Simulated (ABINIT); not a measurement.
## How the form of the self-energy moves the gap of LuBi2O4Cl (P4/mmm)

How much does the gap of LuBi2O4Cl (P4/mmm) depend on the approximation to the self-energy?

Method: PBEsol and many-body steps on it, plane waves, in ABINIT 10.8.3.

### Step 1. The starting structure

The structure is tetragonal, space group P4/mmm (No. 123). The conventional cell has a = 3.823 Å, b = 3.823 Å, c = 8.856 Å, α = 90.00°, β = 90.00°, γ = 90.00°. Lu has 8 O at 2.34 Å nearest. Nearest to Bi lie 4 O at 2.23 Å. Cl has 8 Bi at 3.33 Å nearest. Nearest to O lie 2 Bi at 2.23 Å and 2 Lu at 2.34 Å. Farther neighbours and most contacts between anions are not listed.

The cell and positions come from the Crystallography Open Database and are kept as given unless a step says otherwise. Spin-orbit coupling is left out unless a step names it.

### Step 2. Empty states on the mesh, 4×4×2 mesh, 235 bands

This step: ABINIT 10.8.3; DFT, PBEsol, plane waves, norm-conserving pseudopotentials.

The sums over transitions need many empty states on a uniform mesh; this step solves for them.

Input file run.abi:

```
acell 3*1.0 Angstrom
rprim 
  3.823200000000 0.000000000000 0.000000000000
  0.000000000000 3.823200000000 0.000000000000
  0.000000000000 0.000000000000 8.856000000000
ntypat 4
znucl 71 83 17 8
natom 8
typat 1 2 2 3 4 4 4 4
xred 
  0.000000000000 0.000000000000 0.000000000000
  0.500000000000 0.500000000000 0.719300000000
  0.500000000000 0.500000000000 0.280700000000
  0.000000000000 0.000000000000 0.500000000000
  0.500000000000 0.000000000000 0.848000000000
  0.000000000000 0.500000000000 0.848000000000
  0.500000000000 0.000000000000 0.152000000000
  0.000000000000 0.500000000000 0.152000000000
pp_dirpath "pseudos"
pseudos "Lu.upf, Bi.upf, Cl.upf, O.upf"
ecut 46
ngkpt 4 4 2
nshiftk 1
shiftk 0 0 0
kptopt 1
chksymbreak 0
iscf -2
irdden 1
istwfk *1
nband 235
nbdbuf 20
tolwfr 1e-09
nstep 60
prtvol 0
indata_prefix "in"
outdata_prefix "out"
tmpdata_prefix "tmp"
```

The run is started by

```sh
$ OMP_NUM_THREADS=1 mpirun -n 8 abinit run.abi > log
```

Numbers of over 12 decimals in the logs are rounded to 6 here.

The log of the run:

```text
.Version 10.8.3 of ABINIT. v10.8.2 released Aug 2026.

 Symmetries : space group P4/m m m (#123); Bravais tP (primitive tetrag.)
[... echo of the input left out ...]
== DATASET  1 ==================================================================
-   mpi_nproc: 8, omp_nthreads: 1 (-1 if OMP is not activated)
-    --> not optimal distribution: autoparal keyword recommended in input file <--

--- !DatasetInfo
iteration_state: {dtset: 1, }
dimensions: {natom: 8, nkpt: 12, mband: 235, nsppol: 1, nspinor: 1, nspden: 1, mpw: 13080, }
cutoff_energies: {ecut:  46.0, pawecutdg:  -1.0, }
[...]
2.51117    2.51351    2.52863    2.53930    2.53930    2.58011    2.58910    2.61211
   2.61211    2.61372    2.61372    2.64823    2.65004    2.65106    2.65868    2.67898
   2.70837    2.70910    2.71118
 prteigrs : prtvol=0 or 1, do not print more k-points.

== END DATASET(S) ==============================================================
================================================================================

 -outvars: echo values of variables after computation  --------
            nband         235
             nkpt          12
          spgroup         123
 [... the other variables as echoed above ...]

 Calculation completed.
```

It took 10 min on 8 MPI ranks of Arm Neoverse N1, shared host; peak memory 1.3 GiB.

This step gave:

```
gap                                                           : 1.089 eV
k of the valence top                                          : 0.5, 0.5, 0
k of the conduction bottom                                    : 0, 0, 0
least direct gap                                              : 1.474 eV
k points computed                                             : 12
lowest point of the top converged band, above the valence top : 62.1187 eV
```

On this mesh the gap is 1.089 eV.

The density comes from a self-consistent run that is not shown.

### Step 3. Screening, 4×4×2 mesh, 113 bands, screening to 98 eV

The RPA dielectric matrix is built and inverted for each q.

This step: RPA screening on PBEsol, plane waves, norm-conserving pseudopotentials.

Edit run.abi of step 2 so:

```diff
@@ -26,10 +26,11 @@
 chksymbreak 0
-iscf -2
-irdden 1
 istwfk *1
-nband 235
-nbdbuf 20
-tolwfr 1e-09
-nstep 60
-prtvol 0
+occopt 1
+irdwfk 1
+optdriver 3
+nband 113
+ecuteps 3.6
+inclvkb 2
+awtr 1
+symchi 1
 indata_prefix "in"
```

The log of the run:

```text
.Version 10.8.3 of ABINIT. v10.8.2 released Aug 2026.

 Symmetries : space group P4/m m m (#123); Bravais tP (primitive tetrag.)
[... echo of the input left out ...]
== DATASET  1 ==================================================================
-   mpi_nproc: 8, omp_nthreads: 1 (-1 if OMP is not activated)

--- !DatasetInfo
iteration_state: {dtset: 1, }
dimensions: {natom: 8, nkpt: 12, mband: 113, nsppol: 1, nspinor: 1, nspden: 1, mpw: 13080, }
cutoff_energies: {ecut:  46.0, pawecutdg:  -1.0, }
electrons: {nelect:   8.60000000E+01, charge:   0.00000000E+00, occopt:   1.00000000E+00, tsmear:   1.00000000E-02, }

 SCREENING: Calculation of the susceptibility and dielectric matrices

 Based on a program developped by R.W. Godby, V. Olevano, G. Onida, and L. Reining.
 Incorporated in ABINIT by V. Olevano, G.-M. Rignanese, and M. Torrent.
.Using double precision arithmetic ; gwpc =  8

[... cell and pseudopotentials left out ...]
--------------------------------------------------------------------------------

 ==== K-mesh for the wavefunctions ====
 Number of points in the irreducible wedge :    12
[... list of points left out ...]
 Together with 16 symmetry operations and time-reversal symmetry
 yields    32 points in the full Brillouin Zone.

 ==== Q-mesh for the screening function ====
 Number of points in the irreducible wedge :    12
[... list of points left out ...]
 Together with 16 symmetry operations and time-reversal symmetry
 yields    32 points in the full Brillouin Zone.

 setmesh: FFT mesh size selected  =    30x   30x   72
          total number of points  =        64800

 vcoul_init : cutoff-mode = AUXILIARY_FUNCTION
 q-points for optical limit:   1
     1)      0.000010    0.000020    0.000030

- screening: taking advantage of time-reversal symmetry
- Maximum band index for partially occupied states nbvw = 43
- Remaining bands to be divided among processors   nbcw = 70
- Number of bands treated by each node ~8

 Number of electrons calculated from density =   86.0000; Expected =   86.0000
 average of density, n =  0.098449
 r_s =    1.3435
 omega_plasma =   30.2664 [eV]

 calculating chi0 at frequencies [eV] :
  1    0.000000E+00    0.000000E+00
  2    0.000000E+00    3.026640E+01

--------------------------------------------------------------------------------
  q-point number  1        q = ( 0.000000, 0.000000, 0.000000) [r.l.u.]
--------------------------------------------------------------------------------
[... chi0 elements left out ...]
 For q-point:  0.000010 0.000020 0.000030
  dielectric constant =   5.9214
  dielectric constant without local fields =   6.6577

  Average fulfillment of the sum rule on Im[epsilon] for q-point    1 :     45.26  [%]
[... wings left out ...]
  q-point number  2        q = ( 0.250000, 0.000000, 0.000000) [r.l.u.]
--------------------------------------------------------------------------------
[... chi0 elements left out ...]
  Average fulfillment of the sum rule on Im[epsilon] for q-point    2 :     52.62  [%]

 [... 10 further q-points ...]
```

Elapsed: 5.2 min, on 8 MPI ranks; peak memory 7.9 GiB.

Numbers from this step:

```yaml
eps_infinity_with_local_fields_on_this_mesh_along_the_program_s_q_direction: 5.921
the_same_without_local_fields: 6.658
plasma_frequency: 30.27 eV
plane_waves_in_the_screening_matrix: 267
```

Local fields lower ε∞ by 11 %. On a Γ-centred mesh this coarse the value itself is usually too large, while a short band sum pulls it down.

### Step 4. G0W0, Godby-Needs plasmon pole

The self-energy is evaluated for the states that the input lists, and the levels follow from it, in one-shot runs by the linearised quasiparticle equation.

This step: G0W0 on PBEsol, plane waves, norm-conserving pseudopotentials.

Edit run.abi of step 3 so:

```diff
@@ -29,8 +29,17 @@
 irdwfk 1
-optdriver 3
+optdriver 4
 nband 113
+gwcalctyp 0
+ecutsigx 46
+symsigma 1
+nkptgw 2
+kptgw 
+  0.5000000000 0.5000000000 0.0000000000
+  0.0000000000 0.0000000000 0.0000000000
+bdgw 
+  42 45
+  41 45
 ecuteps 3.6
-inclvkb 2
-awtr 1
-symchi 1
+irdscr 1
+ppmodel 1
 indata_prefix "in"
```

The log of the run:

```text
.Version 10.8.3 of ABINIT. v10.8.2 released Aug 2026.

 Symmetries : space group P4/m m m (#123); Bravais tP (primitive tetrag.)
[... echo of the input left out ...]
== DATASET  1 ==================================================================
-   mpi_nproc: 8, omp_nthreads: 1 (-1 if OMP is not activated)

--- !DatasetInfo
iteration_state: {dtset: 1, }
dimensions: {natom: 8, nkpt: 12, mband: 113, nsppol: 1, nspinor: 1, nspden: 1, mpw: 13080, }
cutoff_energies: {ecut:  46.0, pawecutdg:  -1.0, }
electrons: {nelect:   8.60000000E+01, charge:   0.00000000E+00, occopt:   1.00000000E+00, tsmear:   1.00000000E-02, }

 SIGMA: Calculation of the GW corrections

 Based on a program developped by R.W. Godby, V. Olevano, G. Onida, and L. Reining.
 Incorporated in ABINIT by V. Olevano, G.-M. Rignanese, and M. Torrent.
.Using double precision arithmetic ; gwpc =  8

[... cell and pseudopotentials left out ...]
--------------------------------------------------------------------------------

 ==== K-mesh for the wavefunctions ====
 Number of points in the irreducible wedge :    12
[... list of points left out ...]
 Together with 16 symmetry operations and time-reversal symmetry
 yields    32 points in the full Brillouin Zone.

 ==== Q-mesh for screening function ====
 Number of points in the irreducible wedge :    12
[... list of points left out ...]
 Together with 16 symmetry operations and time-reversal symmetry
 yields    32 points in the full Brillouin Zone.

 vcoul_init : cutoff-mode = AUXILIARY_FUNCTION
 q-points for optical limit:   1
     1)      0.000010    0.000020    0.000030
 setmesh: FFT mesh size selected  =    45x   45x  108
          total number of points  =       218700

 Number of electrons calculated from density =   86.0000; Expected =   86.0000
 average of density, n =  0.098449
 r_s =    1.3435
 omega_plasma =   30.2664 [eV]

 === KS Band Gaps ===
  >>>> For spin  1
   Minimum direct gap =   1.4738 [eV], located at k-point      :   0.0000  0.0000  0.0000
   Fundamental gap    =   1.0891 [eV], Top of valence bands at :   0.5000  0.5000  0.0000
                                       Bottom of conduction at :   0.0000  0.0000  0.0000
 SIGMA fundamental parameters:
 PLASMON POLE MODEL  1
 number of plane-waves for SigmaX                12987
 number of plane-waves for SigmaC and W            267
 number of plane-waves for wavefunctions         12987
 number of bands                                   113
 number of independent spin polarizations            1
 number of spinorial components                      1
 number of k-points in IBZ                          12
 number of q-points in IBZ                          12
 number of symmetry operations                      16
 number of k-points in BZ                           32
 number of q-points in BZ                           32
 number of frequencies for dSigma/dE                 9
 frequency step for dSigma/dE [eV]                0.25
 number of omega for Sigma on real axis              0
 max omega for Sigma on real axis  [eV]           0.00
 zcut for avoiding poles [eV]                     0.10

 EPSILON^-1 parameters (SCR file):
 dimension of the eps^-1 matrix on file            267
 dimension of the eps^-1 matrix used               267
 number of plane-waves for wavefunctions         12987
 number of bands                                   113
 number of q-points in IBZ                          12
 number of frequencies                               2
 number of real frequencies                          1
 number of imag frequencies                          1

 matrix elements of self-energy operator (all in [eV])

 Perturbative Calculation

--- !SelfEnergy_ee
iteration_state: {dtset: 1, }
kpoint     : [   0.500,    0.500,    0.000, ]
spin       : 1
KS_gap     :    3.651
QP_gap     :    4.019
Delta_QP_KS:    0.368
data: !SigmaeeData |
     Band     E0 <VxcDFT>   SigX SigC(E0)      Z dSigC/dE  Sig(E)    E-E0       E
       42   4.544 -20.267 -24.608   4.765   0.774  -0.292 -19.939   0.328   4.872
       43   5.369 -22.597 -27.351   5.567   0.778  -0.286 -21.965   0.632   6.001
       44   9.020 -13.637 -10.026  -2.402   0.827  -0.209 -12.637   1.000  10.020
       45   9.020 -13.637 -10.026  -2.402   0.827  -0.209 -12.637   1.000  10.020

--- !SelfEnergy_ee
iteration_state: {dtset: 1, }
kpoint     : [   0.000,    0.000,    0.000, ]
spin       : 1
KS_gap     :    1.474
QP_gap     :    1.641
Delta_QP_KS:    0.167
data: !SigmaeeData |
     Band     E0 <VxcDFT>   SigX SigC(E0)      Z dSigC/dE  Sig(E)    E-E0       E
       41   4.581 -21.759 -26.667   5.471   0.775  -0.290 -21.323   0.436   5.017
       42   4.581 -21.759 -26.667   5.471   0.775  -0.290 -21.323   0.436   5.017
       43   4.985 -19.901 -23.631   4.151   0.788  -0.270 -19.569   0.332   5.316
       44   6.458 -11.579  -8.544  -2.443   0.843  -0.187 -11.080   0.499   6.957
       45   9.198 -12.684  -9.281  -2.619   0.836  -0.196 -12.029   0.655   9.853

== END DATASET(S) ==============================================================
================================================================================

 -outvars: echo values of variables after computation  --------
           etotal      0.0000000000E+00
            nband         113
             nkpt          12
          spgroup         123
 [... the other variables as echoed above ...]

 Calculation completed.
```

Wall time 28 s (8 MPI ranks); peak memory 4 GiB; 3.7 min of CPU time.

Numbers from this step:

* G0W0 gap on the points computed: 0.9560 eV
* starting gap on the mesh: 1.089 eV
* k of the valence top: 0.5, 0.5, 0
* k of the conduction bottom: 0, 0, 0
* Z at the valence top: 0.778
* Z at the conduction bottom: 0.843
* least direct G0W0 gap on the computed points: 1.641 eV

The gap on the mesh goes from 1.09 eV to 0.96 eV, a correction of −0.13 eV.

### Step 5. G0W0, von der Linden-Horsch plasmon pole

Edit run.abi of step 4 so:

```diff
@@ -43,3 +43,3 @@
 irdscr 1
-ppmodel 1
+ppmodel 3
 indata_prefix "in"
```

The log of the run:

```text
.Version 10.8.3 of ABINIT. v10.8.2 released Aug 2026.

 Symmetries : space group P4/m m m (#123); Bravais tP (primitive tetrag.)
[... echo of the input left out ...]
== DATASET  1 ==================================================================
-   mpi_nproc: 8, omp_nthreads: 1 (-1 if OMP is not activated)

--- !DatasetInfo
iteration_state: {dtset: 1, }
dimensions: {natom: 8, nkpt: 12, mband: 113, nsppol: 1, nspinor: 1, nspden: 1, mpw: 13080, }
cutoff_energies: {ecut:  46.0, pawecutdg:  -1.0, }
electrons: {nelect:   8.60000000E+01, charge:   0.00000000E+00, occopt:   1.00000000E+00, tsmear:   1.00000000E-02, }

 SIGMA: Calculation of the GW corrections

 Based on a program developped by R.W. Godby, V. Olevano, G. Onida, and L. Reining.
 Incorporated in ABINIT by V. Olevano, G.-M. Rignanese, and M. Torrent.
.Using double precision arithmetic ; gwpc =  8

[... cell and pseudopotentials left out ...]
--------------------------------------------------------------------------------

 ==== K-mesh for the wavefunctions ====
 Number of points in the irreducible wedge :    12
[... list of points left out ...]
 Together with 16 symmetry operations and time-reversal symmetry
 yields    32 points in the full Brillouin Zone.

 ==== Q-mesh for screening function ====
 Number of points in the irreducible wedge :    12
[... list of points left out ...]
 Together with 16 symmetry operations and time-reversal symmetry
 yields    32 points in the full Brillouin Zone.

 vcoul_init : cutoff-mode = AUXILIARY_FUNCTION
 q-points for optical limit:   1
     1)      0.000010    0.000020    0.000030
 setmesh: FFT mesh size selected  =    45x   45x  108
          total number of points  =       218700

 Number of electrons calculated from density =   86.0000; Expected =   86.0000
[...]
number of omega for Sigma on real axis              0
 max omega for Sigma on real axis  [eV]           0.00
 zcut for avoiding poles [eV]                     0.10

 EPSILON^-1 parameters (SCR file):
 dimension of the eps^-1 matrix on file            267
 dimension of the eps^-1 matrix used               267
 number of plane-waves for wavefunctions         12987
 number of bands                                   113
 number of q-points in IBZ                          12
 number of frequencies                               2
 number of real frequencies                          1
 number of imag frequencies                          1

 matrix elements of self-energy operator (all in [eV])

 Perturbative Calculation

--- !SelfEnergy_ee
iteration_state: {dtset: 1, }
kpoint     : [   0.500,    0.500,    0.000, ]
spin       : 1
KS_gap     :    3.651
QP_gap     :    3.941
Delta_QP_KS:    0.290
data: !SigmaeeData |
     Band     E0 <VxcDFT>   SigX SigC(E0)      Z dSigC/dE  Sig(E)    E-E0       E
       42   4.544 -20.267 -24.608   4.764   0.856  -0.168 -19.905   0.362   4.906
       43   5.369 -22.597 -27.351   5.610   0.858  -0.165 -21.862   0.734   6.104
       44   9.020 -13.637 -10.026  -2.459   0.889  -0.124 -12.613   1.024  10.044
[...]
--- !SelfEnergy_ee
iteration_state: {dtset: 1, }
kpoint     : [   0.000,    0.000,    0.000, ]
spin       : 1
KS_gap     :    1.474
QP_gap     :    1.481
Delta_QP_KS:    0.007
data: !SigmaeeData |
     Band     E0 <VxcDFT>   SigX SigC(E0)      Z dSigC/dE  Sig(E)    E-E0       E
[...]
44   6.458 -11.579  -8.544  -2.652   0.898  -0.114 -11.234   0.344   6.803
       45   9.198 -12.684  -9.281  -2.707   0.895  -0.117 -12.062   0.622   9.821

== END DATASET(S) ==============================================================
================================================================================

 -outvars: echo values of variables after computation  --------
           etotal      0.0000000000E+00
            nband         113
             nkpt          12
          spgroup         123
 [... the other variables as echoed above ...]

 Calculation completed.
```

The job ended after 22 s (8 MPI ranks; peak memory 3.8 GiB).

This step gave:

- G0W0 gap on the points computed: 0.6990 eV
- starting gap on the mesh: 1.089 eV
- k of the valence top: 0.5, 0.5, 0
- k of the conduction bottom: 0, 0, 0
- Z at the valence top: 0.858
- Z at the conduction bottom: 0.898
- least direct G0W0 gap on the computed points: 1.481 eV

Against G0W0 in ABINIT (4×4×2 mesh, 113 bands, screening to 98 eV, Godby-Needs plasmon pole), the gap moves by −0.257 eV.

### Step 6. G0W0, Hybertsen-Louie plasmon pole

Edit run.abi of step 5 so:

```diff
@@ -43,3 +43,3 @@
 irdscr 1
-ppmodel 3
+ppmodel 2
 indata_prefix "in"
```

The log of the run:

```text
.Version 10.8.3 of ABINIT. v10.8.2 released Aug 2026.

 Symmetries : space group P4/m m m (#123); Bravais tP (primitive tetrag.)
[... echo of the input left out ...]
== DATASET  1 ==================================================================
-   mpi_nproc: 8, omp_nthreads: 1 (-1 if OMP is not activated)

--- !DatasetInfo
iteration_state: {dtset: 1, }
dimensions: {natom: 8, nkpt: 12, mband: 113, nsppol: 1, nspinor: 1, nspden: 1, mpw: 13080, }
cutoff_energies: {ecut:  46.0, pawecutdg:  -1.0, }
[...]
Band     E0 <VxcDFT>   SigX SigC(E0)      Z dSigC/dE  Sig(E)    E-E0       E
[...]
44   6.458 -11.579  -8.544  -2.678   0.886  -0.129 -11.262   0.316   6.775
       45   9.198 -12.684  -9.281  -2.777   0.881  -0.136 -12.133   0.551   9.749

== END DATASET(S) ==============================================================
================================================================================

 -outvars: echo values of variables after computation  --------
           etotal      0.0000000000E+00
            nband         113
             nkpt          12
          spgroup         123
 [... the other variables as echoed above ...]

 Calculation completed.
```

The job ended after 27 s (8 MPI ranks; peak memory 3.9 GiB).

This step gave:

```
G0W0 gap on the points computed              : 1.022 eV
starting gap on the mesh                     : 1.089 eV
k of the valence top                         : 0.5, 0.5, 0
k of the conduction bottom                   : 0, 0, 0
least direct G0W0 gap on the computed points : 1.663 eV
```

Against G0W0 in ABINIT (4×4×2 mesh, 113 bands, screening to 98 eV, Godby-Needs plasmon pole), the gap moves by +0.066 eV.

[end of part 1 of 2]

[Paths, hosts, dates, memory and timing lines, banners, echoed tables and standing remarks are left out of the program output.]

[Logs are printed without paths, hosts, clocks, repeated set-up lines and the standing remarks that a program may print on its own settings, such as how far it seeks lower states.]

[Runs of the session that timed out or met a known fault of the program may be left out.]

[Hosts, paths, dates, database ids (printed as entryN), source tags and the programs' standing remarks are cut or masked in the printed files.]

[G0W0 gaps are taken among the corrected bands and points alone; a level outside them can change the order at an edge.]

[Where Ansatz stands beside ABINIT at settings called matched, ABINIT's density can come from a denser mesh and the files from another edition; pairs whose starting gaps differed by over 0.03 eV were left out, so agreement reads better than it is.]
